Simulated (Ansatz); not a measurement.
# Work function of Cr(110): what the settings cost and change

Aim: the work function of Cr(110) against thickness and vacuum, with the cost.

Program: Ansatz 0.2.0. Level of theory: plane-wave DFT, PBE, Ansatz PAW. Results are calculated unless marked as measured.

Report form: the programs' logs are mostly left out.

## 1. Starting point

The cell holds 1 atom: 1 Cr. Its edges and angles: a = 2.494 Å, b = 2.494 Å, c = 18.000 Å, α = 90.0°, β = 90.0°, γ = 70.5°. Vacuum lies along c.

## 2. Run, setting 1 layer

A work function rests on the faint tail of the density, so the SCF threshold is tight. The slab grows from one layer, at fixed mesh and 18 Å of vacuum; then the vacuum is varied on one slab.

input.yaml reads:

```yaml
crystal:
  lattice:
    - [2.0364675298, -1.44, 0.0]
    - [2.0364675298, 1.44, 0.0]
    - [0.0, 0.0, 18.0]
  atoms:
    - { symbol: Cr, position: [0.0, 0.0, 0.5] }
kpoints:
  mp_grid: { grid: [17, 17, 1] }
hamiltonian:
  xc: pbe
scf:
  occupations: { method: fermi_dirac, width: 0.1 }
  convergence: { dr2_threshold: 1.0e-09 }
efield:
  axis: 3
  dipole_correction: true
  ramp_position: 0.97
  ramp_width: 0.06
output:
  write_potential: true
  write_density: true
  volumetric_format: npy
  elf: true
```

Started as:

```
$ ansatz run input.yaml --threads 2 --pin off --max-ram 3072MiB --backend cpu --events-out ev --progress --plain --runs-dir out
```

The job ended after 9.9 s (2 threads of AMD EPYC 7R43, shared host; peak memory 0.48 GiB; 13 s of CPU time).

This step gave:

```
energy at zero smearing   : -3375.0706 eV
work function, upper face : 5.059 eV
```

Running mean over 2.036 Å of the planar mean; the ramp of the sawtooth is left out. Table of electron's electrostatic potential energy less the Fermi level by z:

```csv
z (Å),electron's electrostatic potential energy less the Fermi level (eV)
2.88,5.06
3.17,5.06
3.60,5.06
3.89,5.06
4.18,5.06
4.46,5.06
4.90,5.05
5.18,5.05
5.47,5.03
5.90,4.98
6.19,4.91
6.48,4.75
6.91,4.20
7.20,3.34
7.49,1.60
7.78,-0.967
8.21,-5.30
8.50,-7.70
8.78,-9.09
9.22,-9.09
9.50,-7.70
9.79,-5.30
10.22,-0.967
10.51,1.60
10.80,3.34
11.09,4.20
11.52,4.75
11.81,4.91
12.10,4.98
12.53,5.03
12.82,5.05
13.10,5.05
13.54,5.06
13.82,5.06
14.11,5.06
14.40,5.06
14.83,5.06
15.12,5.06
```

ELF in the ca plane at fractional y = 0.000, with atoms of Cr within 0.2 Å of it. It is the smooth field of the valence electrons, not physical close to the nuclei.

Ten even steps from '0' (0.00) to '9' (0.93), each cell a mean:
```
00000000000000000000389610000000000000000000
00000000000000000111256411110000000000000000
00000000000000001222222222210000000000000000
00000000000000001234332344310000000000000000
00000000000000001233222233210000000000000000
00000000000000000111145211110000000000000000
00000000000000000110388510100000000000000000
00000000000000000000499710000000000000000000
```
Columns run along c (18.0 Å), rows up along a (2.5 Å). Atoms in or near the plane, at fractional coordinates: Cr at (0.50, 0.00).

Electrostatic potential energy in the ca plane at fractional y = 0.000, with atoms of Cr within 0.2 Å of it. With pseudopotentials it is smooth inside the atoms' cores, unlike the true potential.

Ten even steps from '0' (-38 eV) to '9' (3 eV), each cell a mean:
```
99999999999999999997200058999999999999999999
99999999999999999998500279999999999999999999
99999999999999999999754689999999999999999999
99999999999999999999877899999999999999999999
99999999999999999999876789999999999999999999
99999999999999999998621479999999999999999999
99999999999999999998300068999999999999999999
99999999999999999997100058999999999999999999
```
Columns run along c (18.0 Å; values clipped at the 3rd and 97th percentile), rows up along a (2.5 Å). Atoms in or near the plane, at fractional coordinates: Cr at (0.50, 0.00).

Valence density in the ca plane at fractional y = 0.000, with atoms of Cr within 0.2 Å of it. It is the smooth field of the valence electrons, not physical close to the nuclei.

Values in units of 1e0 e/Å³, 5 rows by 16 columns, each cell a mean:
```
0.0 0.0 0.0 0.0 0.0 0.0 0.0 3.3 5.5 0.1 0.0 0.0 0.0 0.0 0.0 0.0
0.0 0.0 0.0 0.0 0.0 0.0 0.0 0.5 0.8 0.0 0.0 0.0 0.0 0.0 0.0 0.0
0.0 0.0 0.0 0.0 0.0 0.0 0.0 0.2 0.3 0.0 0.0 0.0 0.0 0.0 0.0 0.0
0.0 0.0 0.0 0.0 0.0 0.0 0.0 1.1 1.8 0.1 0.0 0.0 0.0 0.0 0.0 0.0
0.0 0.0 0.0 0.0 0.0 0.0 0.0 4.9 8.1 0.1 0.0 0.0 0.0 0.0 0.0 0.0
```
Columns run along c (18.0 Å), rows up along a (2.5 Å). Atoms in or near the plane, at fractional coordinates: Cr at (0.50, 0.00).

The work function is 5.059 eV.

## 3. Run, 2 atoms

System of this step: Cr(110). The cell holds 2 atoms: 2 Cr. Cell: a = 2.494 Å, b = 2.494 Å, c = 20.036 Å, α = 90.0°, β = 90.0°, γ = 70.5°. Vacuum lies along c.

input.yaml, the sections that differ from step 2:

```yaml
crystal:
  lattice:
    - [2.0364675298, -1.44, 0.0]
    - [2.0364675298, 1.44, 0.0]
    - [0.0, 0.0, 20.0364675298]
  atoms:
    - { symbol: Cr, position: [0.0, 0.0, 0.449180974] }
    - { symbol: Cr, position: [0.5, 0.5, 0.550819026] }
output:
  write_potential: true
  write_density: true
  volumetric_format: npy
# kpoints, hamiltonian, scf, efield: as in step 2
```

Elapsed: 30 s, on 2 threads; peak memory 0.52 GiB.

The work function is 4.802 eV, -0.257 eV from the run “1 layer”, at 3.1 times its CPU time.

## 4. Run, 3 atoms

System of this step: Cr(110). The cell holds 3 atoms: 3 Cr. Cell: a = 2.494 Å, b = 2.494 Å, c = 22.073 Å, α = 90.0°, β = 90.0°, γ = 70.5°. Vacuum lies along c.

input.yaml, the sections that differ from step 3:

```yaml
crystal:
  lattice:
    - [2.0364675298, -1.44, 0.0]
    - [2.0364675298, 1.44, 0.0]
    - [0.0, 0.0, 22.0729350596]
  atoms:
    - { symbol: Cr, position: [0.0, 0.0, 0.40773916] }
    - { symbol: Cr, position: [0.5, 0.5, 0.5] }
    - { symbol: Cr, position: [0.0, 0.0, 0.59226084] }
# kpoints, hamiltonian, scf, efield, output: as in step 3
```

Run time: 48 s. Hardware: 2 threads; peak memory 0.63 GiB.

The work function is 4.887 eV, +0.085 eV from the run “2 layers”, at 1.6 times its CPU time.

## 5. Run, 4 atoms

System of this step: Cr(110). The cell holds 4 atoms: 4 Cr. Cell: a = 2.494 Å, b = 2.494 Å, c = 24.109 Å, α = 90.0°, β = 90.0°, γ = 70.5°. Vacuum lies along c.

input.yaml, the sections that differ from step 4:

```yaml
crystal:
  lattice:
    - [2.0364675298, -1.44, 0.0]
    - [2.0364675298, 1.44, 0.0]
    - [0.0, 0.0, 24.1094025895]
  atoms:
    - { symbol: Cr, position: [0.0, 0.0, 0.3732983415] }
    - { symbol: Cr, position: [0.5, 0.5, 0.4577661138] }
    - { symbol: Cr, position: [0.0, 0.0, 0.5422338862] }
    - { symbol: Cr, position: [0.5, 0.5, 0.6267016585] }
# kpoints, hamiltonian, scf, efield, output: as in step 4
```

Wall time 73 s (2 threads); peak memory 0.75 GiB.

The work function is 4.912 eV, +0.026 eV from the run “3 layers”, at 1.5 times its CPU time.

## 6. Run, 5 atoms

System of this step: Cr(110). The cell holds 5 atoms: 5 Cr. Cell: a = 2.494 Å, b = 2.494 Å, c = 26.146 Å, α = 90.0°, β = 90.0°, γ = 70.5°. Vacuum lies along c.

input.yaml, the sections that differ from step 5:

```yaml
crystal:
  lattice:
    - [2.0364675298, -1.44, 0.0]
    - [2.0364675298, 1.44, 0.0]
    - [0.0, 0.0, 26.1458701193]
  atoms:
    - { symbol: Cr, position: [0.0, 0.0, 0.3442226233] }
    - { symbol: Cr, position: [0.5, 0.5, 0.4221113116] }
    - { symbol: Cr, position: [0.0, 0.0, 0.5] }
    - { symbol: Cr, position: [0.5, 0.5, 0.5778886884] }
    - { symbol: Cr, position: [0.0, 0.0, 0.6557773767] }
# kpoints, hamiltonian, scf, efield, output: as in step 5
```

Run time: 1.8 min. Hardware: 2 threads; peak memory 0.88 GiB.

The work function is 4.886 eV, -0.026 eV from the run “4 layers”, at 1.5 times its CPU time.

## 7. Slab, 6 atoms

System of this step: Cr(110). The cell holds 6 atoms: 6 Cr. Its edges and angles: a = 2.494 Å, b = 2.494 Å, c = 28.182 Å, α = 90.0°, β = 90.0°, γ = 70.5°. Vacuum lies along c.

input.yaml, the sections that differ from step 6:

```yaml
crystal:
  lattice:
    - [2.0364675298, -1.44, 0.0]
    - [2.0364675298, 1.44, 0.0]
    - [0.0, 0.0, 28.1823376491]
  atoms:
    - { symbol: Cr, position: [0.0, 0.0, 0.3193489522] }
    - { symbol: Cr, position: [0.5, 0.5, 0.3916093713] }
    - { symbol: Cr, position: [0.0, 0.0, 0.4638697904] }
    - { symbol: Cr, position: [0.5, 0.5, 0.5361302096] }
    - { symbol: Cr, position: [0.0, 0.0, 0.6083906287] }
    - { symbol: Cr, position: [0.5, 0.5, 0.6806510478] }
# kpoints, hamiltonian, scf, efield, output: as in step 6
```

Elapsed: 2 min, on 2 threads; peak memory 1.1 GiB.

The work function is 4.885 eV, -0.002 eV from the run “5 layers”, at 1.2 times its CPU time.

## 8. Slab, 8 atoms

System of this step: Cr(110). The cell holds 8 atoms: 8 Cr. Cell: a = 2.494 Å, b = 2.494 Å, c = 32.255 Å, α = 90.0°, β = 90.0°, γ = 70.5°. Vacuum lies along c.

input.yaml, the sections that differ from step 7:

```yaml
crystal:
  lattice:
    - [2.0364675298, -1.44, 0.0]
    - [2.0364675298, 1.44, 0.0]
    - [0.0, 0.0, 32.2552727087]
  atoms:
    - { symbol: Cr, position: [0.0, 0.0, 0.2790241484] }
    - { symbol: Cr, position: [0.5, 0.5, 0.342160106] }
    - { symbol: Cr, position: [0.0, 0.0, 0.4052960636] }
    - { symbol: Cr, position: [0.5, 0.5, 0.4684320212] }
    - { symbol: Cr, position: [0.0, 0.0, 0.5315679788] }
    - { symbol: Cr, position: [0.5, 0.5, 0.5947039364] }
    - { symbol: Cr, position: [0.0, 0.0, 0.657839894] }
    - { symbol: Cr, position: [0.5, 0.5, 0.7209758516] }
# kpoints, hamiltonian, scf, efield, output: as in step 7
```

Wall time 2.6 min (2 threads); peak memory 1.4 GiB.

The work function is 4.883 eV, -0.002 eV from the run “6 layers”, at 1.4 times its CPU time.

## 9. Slab, 10 atoms

System of this step: Cr(110). The cell holds 10 atoms: 10 Cr. Its edges and angles: a = 2.494 Å, b = 2.494 Å, c = 36.328 Å, α = 90.0°, β = 90.0°, γ = 70.5°. Vacuum lies along c.

input.yaml, the sections that differ from step 8:

```yaml
crystal:
  lattice:
    - [2.0364675298, -1.44, 0.0]
    - [2.0364675298, 1.44, 0.0]
    - [0.0, 0.0, 36.3282077684]
  atoms:
    - { symbol: Cr, position: [0.0, 0.0, 0.247741371] }
    - { symbol: Cr, position: [0.5, 0.5, 0.3037988441] }
    - { symbol: Cr, position: [0.0, 0.0, 0.3598563172] }
    - { symbol: Cr, position: [0.5, 0.5, 0.4159137903] }
    - { symbol: Cr, position: [0.0, 0.0, 0.4719712634] }
    - { symbol: Cr, position: [0.5, 0.5, 0.5280287366] }
    - { symbol: Cr, position: [0.0, 0.0, 0.5840862097] }
    - { symbol: Cr, position: [0.5, 0.5, 0.6401436828] }
    - { symbol: Cr, position: [0.0, 0.0, 0.6962011559] }
    - { symbol: Cr, position: [0.5, 0.5, 0.752258629] }
# kpoints, hamiltonian, scf, efield, output: as in step 8
```

The job ended after 3.7 min (2 threads; peak memory 1.9 GiB; 7 min of CPU time).

The work function is 4.884 eV, +0.002 eV from the run “8 layers”, at 1.5 times its CPU time.

## 10. Slab, 13 atoms

System of this step: Cr(110). The cell holds 13 atoms: 13 Cr. Its edges and angles: a = 2.494 Å, b = 2.494 Å, c = 42.438 Å, α = 90.0°, β = 90.0°, γ = 70.5°. Vacuum lies along c.

input.yaml, the sections that differ from step 9:

```yaml
crystal:
  lattice:
    - [2.0364675298, -1.44, 0.0]
    - [2.0364675298, 1.44, 0.0]
    - [0.0, 0.0, 42.4376103578]
  atoms:
    - { symbol: Cr, position: [0.0, 0.0, 0.2120760317] }
    - { symbol: Cr, position: [0.5, 0.5, 0.2600633598] }
    - { symbol: Cr, position: [0.0, 0.0, 0.3080506878] }
    - { symbol: Cr, position: [0.5, 0.5, 0.3560380159] }
    - { symbol: Cr, position: [0.0, 0.0, 0.4040253439] }
    - { symbol: Cr, position: [0.5, 0.5, 0.452012672] }
    - { symbol: Cr, position: [0.0, 0.0, 0.5] }
    - { symbol: Cr, position: [0.5, 0.5, 0.547987328] }
    - { symbol: Cr, position: [0.0, 0.0, 0.5959746561] }
    - { symbol: Cr, position: [0.5, 0.5, 0.6439619841] }
    - { symbol: Cr, position: [0.0, 0.0, 0.6919493122] }
    - { symbol: Cr, position: [0.5, 0.5, 0.7399366402] }
    - { symbol: Cr, position: [0.0, 0.0, 0.7879239683] }
# kpoints, hamiltonian, scf, efield, output: as in step 9
```

The job ended after 9.9 min (2 threads; peak memory 2.7 GiB).

The work function is 4.884 eV, -0.000 eV from the run “10 layers”, at 1.9 times its CPU time.

## 11. Slab, 7 atoms

System of this step: Cr(110). The cell holds 7 atoms: 7 Cr. Cell: a = 2.494 Å, b = 2.494 Å, c = 22.219 Å, α = 90.0°, β = 90.0°, γ = 70.5°. Vacuum lies along c.

input.yaml, the sections that differ from step 10:

```yaml
crystal:
  lattice:
    - [2.0364675298, -1.44, 0.0]
    - [2.0364675298, 1.44, 0.0]
    - [0.0, 0.0, 22.2188051789]
  atoms:
    - { symbol: Cr, position: [0.0, 0.0, 0.2250346029] }
    - { symbol: Cr, position: [0.5, 0.5, 0.3166897353] }
    - { symbol: Cr, position: [0.0, 0.0, 0.4083448676] }
    - { symbol: Cr, position: [0.5, 0.5, 0.5] }
    - { symbol: Cr, position: [0.0, 0.0, 0.5916551324] }
    - { symbol: Cr, position: [0.5, 0.5, 0.6833102647] }
    - { symbol: Cr, position: [0.0, 0.0, 0.7749653971] }
# kpoints, hamiltonian, scf, efield, output: as in step 10
```

Elapsed: 3.1 min, on 2 threads; peak memory 0.97 GiB; 3.8 min of CPU time.

The work function is 4.872 eV. The program marks this work function as in doubt.

## 12. Run, 7 atoms

The cell differs from the one that the last finished run ended in (c 22.219 → 26.219 Å).

input.yaml, the sections that differ from step 11:

```yaml
crystal:
  lattice:
    - [2.0364675298, -1.44, 0.0]
    - [2.0364675298, 1.44, 0.0]
    - [0.0, 0.0, 26.2188051789]
  atoms:
    - { symbol: Cr, position: [0.0, 0.0, 0.2669839435] }
    - { symbol: Cr, position: [0.5, 0.5, 0.3446559623] }
    - { symbol: Cr, position: [0.0, 0.0, 0.4223279812] }
    - { symbol: Cr, position: [0.5, 0.5, 0.5] }
    - { symbol: Cr, position: [0.0, 0.0, 0.5776720188] }
    - { symbol: Cr, position: [0.5, 0.5, 0.6553440377] }
    - { symbol: Cr, position: [0.0, 0.0, 0.7330160565] }
# kpoints, hamiltonian, scf, efield, output: as in step 11
```

Run time: 5.5 min. Hardware: 2 threads; peak memory 1.1 GiB.

The work function is 4.881 eV, +0.009 eV from the run “7 layers, 10 Å of vacuum”, at 1.4 times its CPU time.

## 13. Slab, 7 atoms (run 2)

The cell differs from the one that the last finished run ended in (c 26.219 → 38.219 Å).

input.yaml, the sections that differ from step 12:

```yaml
crystal:
  lattice:
    - [2.0364675298, -1.44, 0.0]
    - [2.0364675298, 1.44, 0.0]
    - [0.0, 0.0, 38.2188051789]
  atoms:
    - { symbol: Cr, position: [0.0, 0.0, 0.340146688] }
    - { symbol: Cr, position: [0.5, 0.5, 0.3934311253] }
    - { symbol: Cr, position: [0.0, 0.0, 0.4467155627] }
    - { symbol: Cr, position: [0.5, 0.5, 0.5] }
    - { symbol: Cr, position: [0.0, 0.0, 0.5532844373] }
    - { symbol: Cr, position: [0.5, 0.5, 0.6065688747] }
    - { symbol: Cr, position: [0.0, 0.0, 0.659853312] }
# kpoints, hamiltonian, scf, efield, output: as in step 12
```

The job ended after 6.7 min (2 threads; peak memory 1.4 GiB; 6 min of CPU time).

The work function is 4.881 eV, -0.000 eV from the run “7 layers, 14 Å of vacuum”, at 1.1 times its CPU time.

## 14. Side by side

Times are for 2 threads of AMD EPYC 7R43, shared host. Results by setting:

```csv
no.,setting,"work function, upper face (eV)",time,memory (GiB)
1,1 layer,5.059,9.9 s,0.48
2,2 layers,4.802,30 s,0.52
3,3 layers,4.887,48 s,0.63
4,4 layers,4.912,73 s,0.75
5,5 layers,4.886,1.8 min,0.88
6,6 layers,4.885,2 min,1.1
7,8 layers,4.883,2.6 min,1.4
8,10 layers,4.884,3.7 min,1.9
9,13 layers,4.884,9.9 min,2.7
10,"7 layers, 10 Å of vacuum",4.872,3.1 min,0.97
11,"7 layers, 14 Å of vacuum",4.881,5.5 min,1.1
12,"7 layers, 26 Å of vacuum",4.881,6.7 min,1.4
```

## 15. The same run with other settings

System of this step: Cr(110) monolayer. The cell holds 1 atom: 1 Cr. Cell: a = 2.494 Å, b = 2.494 Å, c = 18.000 Å, α = 90.0°, β = 90.0°, γ = 70.5°. Vacuum lies along c.

An input spoilt on purpose, to show how the run answers: it repeats the earlier run “1 layer” with efield.amplitude to 0 and efield.dipole_correction from true to false, and scf.max_iter set to 100; its output block differs too.

input.yaml, the sections that differ from step 13:

```yaml
crystal:
  lattice:
    - [2.0364675298, -1.44, 0.0]
    - [2.0364675298, 1.44, 0.0]
    - [0.0, 0.0, 18.0]
  atoms:
    - { symbol: Cr, position: [0.0, 0.0, 0.5] }
scf:
  occupations: { method: fermi_dirac, width: 0.1 }
  convergence: { dr2_threshold: 1.0e-09 }
  max_iter: 100
efield:
  axis: 3
  dipole_correction: false
  ramp_position: 0.97
  ramp_width: 0.06
  amplitude: 0
# kpoints, hamiltonian, output: as in step 13
```

Run time: 0.05 s. Hardware: 2 threads; peak memory 0.06 GiB.

The input was rejected at the start.

The program's message: “Error: invalid value for `efield.amplitude`: is zero with dipole_correction: false — the section would apply nothing; set a non-zero amplitude, enable dipole_correction, or remove the block”

The fault put into the input: a field block that applies nothing.

## 16. Summary of results

```yaml
work_function_1_layer: 5.059 eV
work_function_2_layers: 4.802 eV
work_function_6_layers: 4.885 eV
work_function_13_layers: 4.884 eV
```

**Reading.** The thickest slab gives 4.88 eV, and the settings tried spread the value from 4.80 to 5.06 eV. At 18 Å of vacuum, the slabs from 3 layers on stay within 0.03 eV of the thickest. Going from 10 to 26 Å of vacuum moves it by 0.009 eV. The program marks the value as in doubt in “7 layers, 10 Å of vacuum”. The ladder's slabs use the tabulated experimental lattice constant (two decimals; a low-temperature value for the alkali metals). The main runs have no spin polarisation; a magnetic state could lie lower and would change these results. In 1 run of the series (7 layers, 10 Å of vacuum) the program warns that electrons reach the sawtooth's ramp, which makes dipole and work function less sure.

[Logs are printed without paths, hosts, clocks, repeated set-up lines and the standing remarks that a program may print on its own settings, such as how far it seeks lower states.]

[Hosts, paths, dates, database ids (printed as entryN), source tags and the programs' standing remarks are cut or masked in the printed files.]

[Maps of the electrostatic potential energy from Ansatz leave out the sawtooth potential of an applied field or a dipole correction, so their vacuum need not be flat; planar profiles and work functions include it.]
